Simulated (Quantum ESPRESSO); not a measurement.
# MnS: cost and accuracy of cutoff, mesh and threshold together

Aim: see how far moments and order energies of MnS move with cutoff, mesh and threshold together, and what each rung costs.

Calculated with Quantum ESPRESSO 7.5; PBEsol with U = 4 eV on Mn d (ortho-atomic projectors); plane waves with GBRV 1.5 PBEsol potentials, no spin-orbit coupling (settings of the first rung).

The database entry behind the starting cell differs from later determinations by our own check (an axis about 0.2 % short against later determinations), so it need not match the best structure at ambient conditions.

## Step 1: Starting point

The structure is cubic, space group Fm-3m (No. 225). Conventional cell: a = 5.209 Å, b = 5.209 Å, c = 5.209 Å, α = 90.00°, β = 90.00°, γ = 90.00°. Nearest to Mn lie 6 S at 2.60 Å. Nearest to S lie 6 Mn at 2.60 Å. Farther neighbours and most contacts between anions are not listed.

The cell comes from the Crystallography Open Database.

## Step 2: Rung 1, start ferro +

Input file pw.in:

```
&CONTROL
  calculation = 'scf'
  prefix = 'pwscf'
  outdir = './tmp'
  pseudo_dir = './pseudo'
  disk_io = 'nowf'
  tprnfor = .true.
  tstress = .true.
/
&SYSTEM
  ibrav = 0
  celldm(1) = 8
  nat = 2
  ntyp = 2
  ecutwfc = 22
  ecutrho = 154
  nbnd = 19
  occupations = 'smearing'
  smearing = 'fd'
  degauss = 0.00367493
  nspin = 2
  starting_magnetization(1) = 0.3
  starting_magnetization(2) = 0
/
&ELECTRONS
  conv_thr = 2d-06
  electron_maxstep = 150
  mixing_beta = 0.3
/
ATOMIC_SPECIES
Mn     54.9380 mn_pbesol_v1.5.uspp.F.UPF
S      32.0600 s_pbesol_v1.4.uspp.F.UPF
CELL_PARAMETERS alat
   0.0000000000000    0.6152239614485    0.6152239614485
   0.6152239614485    0.0000000000000    0.6152239614485
   0.6152239614485    0.6152239614485    0.0000000000000
ATOMIC_POSITIONS crystal
Mn      0.0000000000    0.0000000000    0.0000000000
S       0.5000000000    0.5000000000    0.5000000000
K_POINTS automatic
4 4 4 0 0 0
HUBBARD {ortho-atomic}
U Mn-3d 4.0000
```

Launch:

```
$ OMP_NUM_THREADS=1 mpirun -n 2 pw.x -nk 2 -in pw.in > pw.out
```

The log of the run:

```text
Program PWSCF v.7.5 starts

     Message from routine setup:
     using ibrav=0 with symmetry is DISCOURAGED, use correct ibrav instead

     K-points division:     npool     =       2
     Subspace diagonalization in iterative solution of the eigenvalue problem:

     bravais-lattice index     =            0
     lattice parameter (alat)  =       8.0000  a.u.
     unit-cell volume          =     238.4513 (a.u.)^3
     number of atoms/cell      =            2
     number of atomic types    =            2
     number of electrons       =        21.00
     number of Kohn-Sham states=           19
     kinetic-energy cutoff     =      22.0000  Ry
     charge density cutoff     =     154.0000  Ry
     scf convergence threshold =      2.0E-06
     mixing beta               =       0.3000
     number of iterations used =            8  plain     mixing
     Exchange-correlation= SLA  PW   PSX  PSC
                           (   1   4  10   8   0   0   0)
     Hubbard projectors: ortho-atomic
     Hubbard parameters of DFT+U (Dudarev formulation) in eV:
     U(Mn-3d) =  4.0000

     Internal variables: lda_plus_u =T, lda_plus_u_kind = 0

     Internal variables: orbital_resolved =F, hub_pot_fix =F, apply_U = F

     celldm(1)=   8.000000  celldm(2)=   0.000000  celldm(3)=   0.000000
     celldm(4)=   0.000000  celldm(5)=   0.000000  celldm(6)=   0.000000

     crystal axes: (cart. coord. in units of alat)
               a(1) = (   0.000000   0.615224   0.615224 )
               a(2) = (   0.615224   0.000000   0.615224 )
               a(3) = (   0.615224   0.615224   0.000000 )

     reciprocal axes: (cart. coord. in units 2 pi/alat)
               b(1) = ( -0.812712  0.812712  0.812712 )
               b(2) = (  0.812712 -0.812712  0.812712 )
               b(3) = (  0.812712  0.812712 -0.812712 )

     PseudoPot. # 1 for Mn read from file:
     mn_pbesol_v1.5.uspp.F.UPF
     Pseudo is Ultrasoft + core correction, Zval = 15.0

     PseudoPot. # 2 for S  read from file:
     s_pbesol_v1.4.uspp.F.UPF
     Pseudo is Ultrasoft + core correction, Zval =  6.0

     atomic species   valence    mass     pseudopotential
     Mn               15.00    54.93800     Mn( 1.00)
     S                 6.00    32.06000     S ( 1.00)

     Starting magnetic structure
     atomic species   magnetization
     Mn              0.300
     S               0.000

     48 Sym. Ops., with inversion, found

   Cartesian axes

     site n.     atom                  positions (alat units)
         1        Mn     tau(   1) = (   0.0000000   0.0000000   0.0000000  )
         2        S      tau(   2) = (   0.6152240   0.6152240   0.6152240  )

     number of k points=     8  Fermi-Dirac smearing, width (Ry)=  0.0037
                       cart. coord. in units 2pi/alat
        k(    1) = (   0.0000000   0.0000000   0.0000000), wk =   0.0156250
        k(    2) = (   0.2031780   0.2031780  -0.2031780), wk =   0.1250000
        k(    3) = (  -0.4063561  -0.4063561   0.4063561), wk =   0.0625000
        k(    4) = (   0.4063561   0.0000000   0.0000000), wk =   0.0937500
        k(    5) = (  -0.2031780  -0.6095341   0.6095341), wk =   0.3750000
        k(    6) = (   0.0000000  -0.4063561   0.4063561), wk =   0.1875000
        k(    7) = (  -0.8127122   0.0000000   0.0000000), wk =   0.0468750
        k(    8) = (  -0.8127122   0.4063561   0.0000000), wk =   0.0937500

     Dense  grid:     7727 G-vectors     FFT dimensions: (  27,  27,  27)

     Smooth grid:     3287 G-vectors     FFT dimensions: (  24,  24,  24)

     Check: negative core charge=   -0.000048
     Generating pointlists ...
     new r_m :   0.2538 (alat units)  2.0302 (a.u.) for type    1
     new r_m :   0.2538 (alat units)  2.0302 (a.u.) for type    2

     Initial potential from superposition of free atoms

     starting charge      20.4999, renormalised to      21.0000

     STARTING HUBBARD OCCUPATIONS:

     =================== HUBBARD OCCUPATIONS ===================
     ------------------------ ATOM    1 ------------------------
     Tr[ns(  1)] (up, down, total) =   5.00000  0.00000  5.00000
     Atomic magnetic moment for atom   1 =   5.00000
     [... lines left out ...]
     Number of occupied Hubbard levels =    5.0000

     Atomic wfc used for Hubbard projectors are orthogonalized

     Starting wfcs are   17 randomized atomic wfcs +    2 random wfcs

     Self-consistent Calculation

     iteration #  1     ecut=    22.00 Ry     beta= 0.30
     Davidson diagonalization with overlap
     ethr =  1.00E-02,  avg # of iterations =  5.0

     =================== HUBBARD OCCUPATIONS ===================
     ------------------------ ATOM    1 ------------------------
     Tr[ns(  1)] (up, down, total) =   4.81775  0.14044  4.95819
     Atomic magnetic moment for atom   1 =   4.67730
     [... lines left out ...]
     Number of occupied Hubbard levels =    4.9582

     total energy              =    -234.35547667 Ry
     estimated scf accuracy    <       0.89069243 Ry

     total magnetization       =     4.99 Bohr mag/cell
     absolute magnetization    =     4.99 Bohr mag/cell

     iteration #  2     ecut=    22.00 Ry     beta= 0.30
     Davidson diagonalization with overlap
     ethr =  4.24E-03,  avg # of iterations =  1.6

     total energy              =    -234.50870829 Ry
     estimated scf accuracy    <       0.03025710 Ry

     total magnetization       =     5.00 Bohr mag/cell
     absolute magnetization    =     5.00 Bohr mag/cell

     [... further iterations left out ...]

     iteration #  7     ecut=    22.00 Ry     beta= 0.30
     Davidson diagonalization with overlap
     ethr =  1.77E-08,  avg # of iterations =  2.1

     negative rho (up, down):  0.000E+00 1.676E-03

     total energy              =    -234.51997638 Ry
     estimated scf accuracy    <       0.00000367 Ry

     total magnetization       =     5.00 Bohr mag/cell
     absolute magnetization    =     5.00 Bohr mag/cell

     iteration #  8     ecut=    22.00 Ry     beta= 0.30
     Davidson diagonalization with overlap
     ethr =  1.75E-08,  avg # of iterations =  1.4

     negative rho (up, down):  0.000E+00 1.691E-03

     Magnetic moment per site  (integrated on atomic sphere of radius R)
     atom   1 (R=0.254)  charge= 13.1434  magn=  4.4952
     atom   2 (R=0.254)  charge=  4.7062  magn=  0.1292

     End of self-consistent calculation

     =================== HUBBARD OCCUPATIONS ===================
     ------------------------ ATOM    1 ------------------------
     Tr[ns(  1)] (up, down, total) =   4.96855  0.28248  5.25104
     Atomic magnetic moment for atom   1 =   4.68607
     [... lines left out ...]
     Number of occupied Hubbard levels =    5.2510

     [... lines left out ...]
     the Fermi energy is    10.4380 ev

!    total energy              =    -234.52002021 Ry
     estimated scf accuracy    <       0.00000027 Ry
     smearing contrib. (-TS)   =      -0.00000085 Ry
     internal energy E=F+TS    =    -234.52001935 Ry

     The total energy is F=E-TS. E is the sum of the following terms:
     one-electron contribution =    -131.01680020 Ry
     hartree contribution      =      72.65844310 Ry
     xc contribution           =     -34.71080223 Ry
     ewald contribution        =    -141.49328213 Ry
     Hubbard energy            =       0.04242211 Ry

     total magnetization       =     5.00 Bohr mag/cell
     absolute magnetization    =     5.00 Bohr mag/cell

     convergence has been achieved in   8 iterations

     negative rho (up, down):  0.000E+00 1.691E-03

     Forces acting on atoms (cartesian axes, Ry/au):

     atom    1 type  1   force =    -0.00000000   -0.00000000    0.00000000
     atom    2 type  2   force =     0.00000000    0.00000000    0.00000000

     Total force =     0.000000     Total SCF correction =     0.000000

     Computing stress (Cartesian axis) and pressure

     negative rho (up, down):  0.000E+00 1.691E-03
          total   stress  (Ry/bohr**3)                   (kbar)     P=    -1847.32
  -0.01255785  -0.00000000  -0.00000000        -1847.32       -0.00       -0.00
  -0.00000000  -0.01255785  -0.00000000           -0.00    -1847.32       -0.00
  -0.00000000  -0.00000000  -0.01255785           -0.00       -0.00    -1847.32

=------------------------------------------------------------------------------=
   JOB DONE.
=------------------------------------------------------------------------------=
```

Wall time 3 s (2 MPI ranks of Arm Neoverse V1, shared host); peak memory 0.13 GiB; 5.9 s of CPU time.

Spin moment in the atom's sphere by atom:

```
atom  spin moment in the atom's sphere (μB)
 Mn1                                   4.50
  S2                                   0.13
```

Numbers from this step:

* magnetization: 5 μB
* final state: ferromagnetic

## Step 3: Rung 1, start antiferro q=(0,1/2,1/2) +-

The wavevector q is in fractions of the reciprocal vectors of the crystal's primitive cell, as the cells of these inputs are built from it; moments change sign between cells as cos(2π q·R).

Input file pw.in:

```
&CONTROL
  calculation = 'scf'
  prefix = 'pwscf'
  outdir = './tmp'
  pseudo_dir = './pseudo'
  disk_io = 'nowf'
  tprnfor = .true.
  tstress = .true.
/
&SYSTEM
  ibrav = 0
  celldm(1) = 8
  nat = 4
  ntyp = 3
  ecutwfc = 22
  ecutrho = 154
  nbnd = 30
  occupations = 'smearing'
  smearing = 'fd'
  degauss = 0.00367493
  nspin = 2
  starting_magnetization(1) = 0.3
  starting_magnetization(2) = -0.3
  starting_magnetization(3) = 0
/
&ELECTRONS
  conv_thr = 4d-06
  electron_maxstep = 150
  mixing_beta = 0.3
/
ATOMIC_SPECIES
Mn1    54.9380 mn_pbesol_v1.5.uspp.F.UPF
Mn2    54.9380 mn_pbesol_v1.5.uspp.F.UPF
S      32.0600 s_pbesol_v1.4.uspp.F.UPF
CELL_PARAMETERS alat
   0.0000000000000    0.6152239614485    0.6152239614485
   1.2304479228970    0.0000000000000    1.2304479228970
   1.2304479228970    0.6152239614485    0.6152239614485
ATOMIC_POSITIONS crystal
Mn1     0.0000000000    0.0000000000    0.0000000000
Mn2     0.0000000000    0.5000000000    0.0000000000
S       0.5000000000    0.0000000000    0.5000000000
S       0.5000000000    0.5000000000    0.5000000000
K_POINTS automatic
4 2 4 0 0 0
HUBBARD {ortho-atomic}
U Mn1-3d 4.0000
U Mn2-3d 4.0000
```

The log of the run:

```text
     [... lines left out ...]
Program PWSCF v.7.5 starts
     [... lines left out ...]
     number of atoms/cell      =            4
     [... lines left out ...]
     number of electrons       =        42.00
     number of Kohn-Sham states=           30
     kinetic-energy cutoff     =      22.0000  Ry
     charge density cutoff     =     154.0000  Ry
     scf convergence threshold =      4.0E-06
     [... lines left out ...]
     16 Sym. Ops., with inversion, found
     [... lines left out ...]
     number of k points=    10  Fermi-Dirac smearing, width (Ry)=  0.0037
     [... lines left out ...]
     iteration #  9     ecut=    22.00 Ry     beta= 0.30
     [... lines left out ...]
     Magnetic moment per site  (integrated on atomic sphere of radius R)
     atom   1 (R=0.254)  charge= 13.1442  magn=  4.4719
     atom   2 (R=0.254)  charge= 13.1441  magn= -4.4719
     atom   3 (R=0.254)  charge=  4.7043  magn= -0.0401
     atom   4 (R=0.254)  charge=  4.7044  magn=  0.0401
     [... lines left out ...]
     Tr[ns(  1)] (up, down, total) =   4.96562  0.29192  5.25755
     [... lines left out ...]
     Tr[ns(  2)] (up, down, total) =   0.29192  4.96562  5.25755
     [... lines left out ...]
     the Fermi energy is    10.4381 ev
!    total energy              =    -469.04186710 Ry
     estimated scf accuracy    <       0.00000013 Ry
     smearing contrib. (-TS)   =      -0.00000069 Ry
     [... lines left out ...]
     total magnetization       =    -0.00 Bohr mag/cell
     absolute magnetization    =     9.67 Bohr mag/cell
     convergence has been achieved in   9 iterations
     [... lines left out ...]
     Total force =     0.000000     Total SCF correction =     0.000000
     [... lines left out ...]
          total   stress  (Ry/bohr**3)                   (kbar)     P=    -1849.84
     [... lines left out ...]
```

The job ended after 12 s (2 MPI ranks; peak memory 0.18 GiB).

Spin moment in the atom's sphere by atom:

```
atom  spin moment in the atom's sphere (μB)
 Mn1                                   4.47
 Mn2                                  -4.47
  S3                                  -0.04
  S4                                   0.04
```

This step gave:

- magnetization: 0 μB
- final state: antiferromagnetic

## Step 4: Rung 2, start ferro +

Input file pw.in:

```
&CONTROL
  calculation = 'scf'
  prefix = 'pwscf'
  outdir = './tmp'
  pseudo_dir = './pseudo'
  disk_io = 'nowf'
  tprnfor = .true.
  tstress = .true.
/
&SYSTEM
  ibrav = 0
  celldm(1) = 8
  nat = 2
  ntyp = 2
  ecutwfc = 30
  ecutrho = 210
  nbnd = 19
  occupations = 'smearing'
  smearing = 'fd'
  degauss = 0.00367493
  nspin = 2
  starting_magnetization(1) = 0.3
  starting_magnetization(2) = 0
/
&ELECTRONS
  conv_thr = 2d-07
  electron_maxstep = 150
  mixing_beta = 0.3
/
ATOMIC_SPECIES
Mn     54.9380 mn_pbesol_v1.5.uspp.F.UPF
S      32.0600 s_pbesol_v1.4.uspp.F.UPF
CELL_PARAMETERS alat
   0.0000000000000    0.6152239614485    0.6152239614485
   0.6152239614485    0.0000000000000    0.6152239614485
   0.6152239614485    0.6152239614485    0.0000000000000
ATOMIC_POSITIONS crystal
Mn      0.0000000000    0.0000000000    0.0000000000
S       0.5000000000    0.5000000000    0.5000000000
K_POINTS automatic
4 4 4 0 0 0
HUBBARD {ortho-atomic}
U Mn-3d 4.0000
```

The log of the run:

```text
     [... lines left out ...]
Program PWSCF v.7.5 starts
     [... lines left out ...]
     number of atoms/cell      =            2
     [... lines left out ...]
     number of electrons       =        21.00
     number of Kohn-Sham states=           19
     kinetic-energy cutoff     =      30.0000  Ry
     charge density cutoff     =     210.0000  Ry
     scf convergence threshold =      2.0E-07
     [... lines left out ...]
     48 Sym. Ops., with inversion, found
     [... lines left out ...]
     number of k points=     8  Fermi-Dirac smearing, width (Ry)=  0.0037
     [... lines left out ...]
     iteration #  9     ecut=    30.00 Ry     beta= 0.30
     [... lines left out ...]
     Magnetic moment per site  (integrated on atomic sphere of radius R)
     atom   1 (R=0.254)  charge= 13.1404  magn=  4.4939
     atom   2 (R=0.254)  charge=  4.7037  magn=  0.1224
     [... lines left out ...]
     Tr[ns(  1)] (up, down, total) =   4.97258  0.26743  5.24000
     [... lines left out ...]
     the Fermi energy is    10.4694 ev
!    total energy              =    -235.07053223 Ry
     estimated scf accuracy    <       0.00000011 Ry
     smearing contrib. (-TS)   =      -0.00000228 Ry
     [... lines left out ...]
     total magnetization       =     5.00 Bohr mag/cell
     absolute magnetization    =     5.00 Bohr mag/cell
     convergence has been achieved in   9 iterations
     [... lines left out ...]
     Total force =     0.000000     Total SCF correction =     0.000000
     [... lines left out ...]
          total   stress  (Ry/bohr**3)                   (kbar)     P=     -116.26
     [... lines left out ...]
```

Elapsed: 4.1 s, on 2 MPI ranks; peak memory 0.15 GiB.

Read from the output:

```yaml
magnetization: 5 μB
final_state: ferromagnetic
largest_moment: 4.494 μB
```

## Step 5: Rung 2, start antiferro q=(0,1/2,1/2) +-

Input file pw.in:

```
&CONTROL
  calculation = 'scf'
  prefix = 'pwscf'
  outdir = './tmp'
  pseudo_dir = './pseudo'
  disk_io = 'nowf'
  tprnfor = .true.
  tstress = .true.
/
&SYSTEM
  ibrav = 0
  celldm(1) = 8
  nat = 4
  ntyp = 3
  ecutwfc = 30
  ecutrho = 210
  nbnd = 30
  occupations = 'smearing'
  smearing = 'fd'
  degauss = 0.00367493
  nspin = 2
  starting_magnetization(1) = 0.3
  starting_magnetization(2) = -0.3
  starting_magnetization(3) = 0
/
&ELECTRONS
  conv_thr = 4d-07
  electron_maxstep = 150
  mixing_beta = 0.3
/
ATOMIC_SPECIES
Mn1    54.9380 mn_pbesol_v1.5.uspp.F.UPF
Mn2    54.9380 mn_pbesol_v1.5.uspp.F.UPF
S      32.0600 s_pbesol_v1.4.uspp.F.UPF
CELL_PARAMETERS alat
   0.0000000000000    0.6152239614485    0.6152239614485
   1.2304479228970    0.0000000000000    1.2304479228970
   1.2304479228970    0.6152239614485    0.6152239614485
ATOMIC_POSITIONS crystal
Mn1     0.0000000000    0.0000000000    0.0000000000
Mn2     0.0000000000    0.5000000000    0.0000000000
S       0.5000000000    0.0000000000    0.5000000000
S       0.5000000000    0.5000000000    0.5000000000
K_POINTS automatic
4 2 4 0 0 0
HUBBARD {ortho-atomic}
U Mn1-3d 4.0000
U Mn2-3d 4.0000
```

The log of the run:

```text
     [... lines left out ...]
Program PWSCF v.7.5 starts
     [... lines left out ...]
     number of atoms/cell      =            4
     [... lines left out ...]
     number of electrons       =        42.00
     number of Kohn-Sham states=           30
     kinetic-energy cutoff     =      30.0000  Ry
     charge density cutoff     =     210.0000  Ry
     scf convergence threshold =      4.0E-07
     [... lines left out ...]
     16 Sym. Ops., with inversion, found
     [... lines left out ...]
     number of k points=    10  Fermi-Dirac smearing, width (Ry)=  0.0037
     [... lines left out ...]
     iteration #  8     ecut=    30.00 Ry     beta= 0.30
     [... lines left out ...]
     Magnetic moment per site  (integrated on atomic sphere of radius R)
     atom   1 (R=0.254)  charge= 13.1398  magn=  4.4713
     atom   2 (R=0.254)  charge= 13.1398  magn= -4.4713
     atom   3 (R=0.254)  charge=  4.7033  magn= -0.0383
     atom   4 (R=0.254)  charge=  4.7034  magn=  0.0383
     [... lines left out ...]
     Tr[ns(  1)] (up, down, total) =   4.96913  0.27604  5.24516
     [... lines left out ...]
     Tr[ns(  2)] (up, down, total) =   0.27605  4.96913  5.24518
     [... lines left out ...]
     the Fermi energy is    10.4484 ev
!    total energy              =    -470.14327238 Ry
     estimated scf accuracy    <       0.00000028 Ry
     smearing contrib. (-TS)   =      -0.00000276 Ry
     [... lines left out ...]
     total magnetization       =    -0.00 Bohr mag/cell
     absolute magnetization    =     9.68 Bohr mag/cell
     convergence has been achieved in   8 iterations
     [... lines left out ...]
     Total force =     0.000000     Total SCF correction =     0.000000
     [... lines left out ...]
          total   stress  (Ry/bohr**3)                   (kbar)     P=     -119.26
     [... lines left out ...]
```

Run time: 18 s. Hardware: 2 MPI ranks; peak memory 0.24 GiB.

This step gave:

```yaml
magnetization: 0 μB
final_state: antiferromagnetic
largest_moment: 4.471 μB
```

(Continued in part 2 of 2.)

[Logs and program files are shortened in this print: banners, set-up blocks, solver, clock and traceback lines can be left out without a mark of their own.]

[Logs are printed without paths, hosts, clocks, repeated set-up lines and the standing remarks that a program may print on its own settings, such as how far it seeks lower states.]

[Hosts, paths, dates, database ids (printed as entryN), source tags and the programs' standing remarks are cut or masked in the printed files.]

[Where a cell is said to come from a database of computed structures, the database is the Materials Project.]
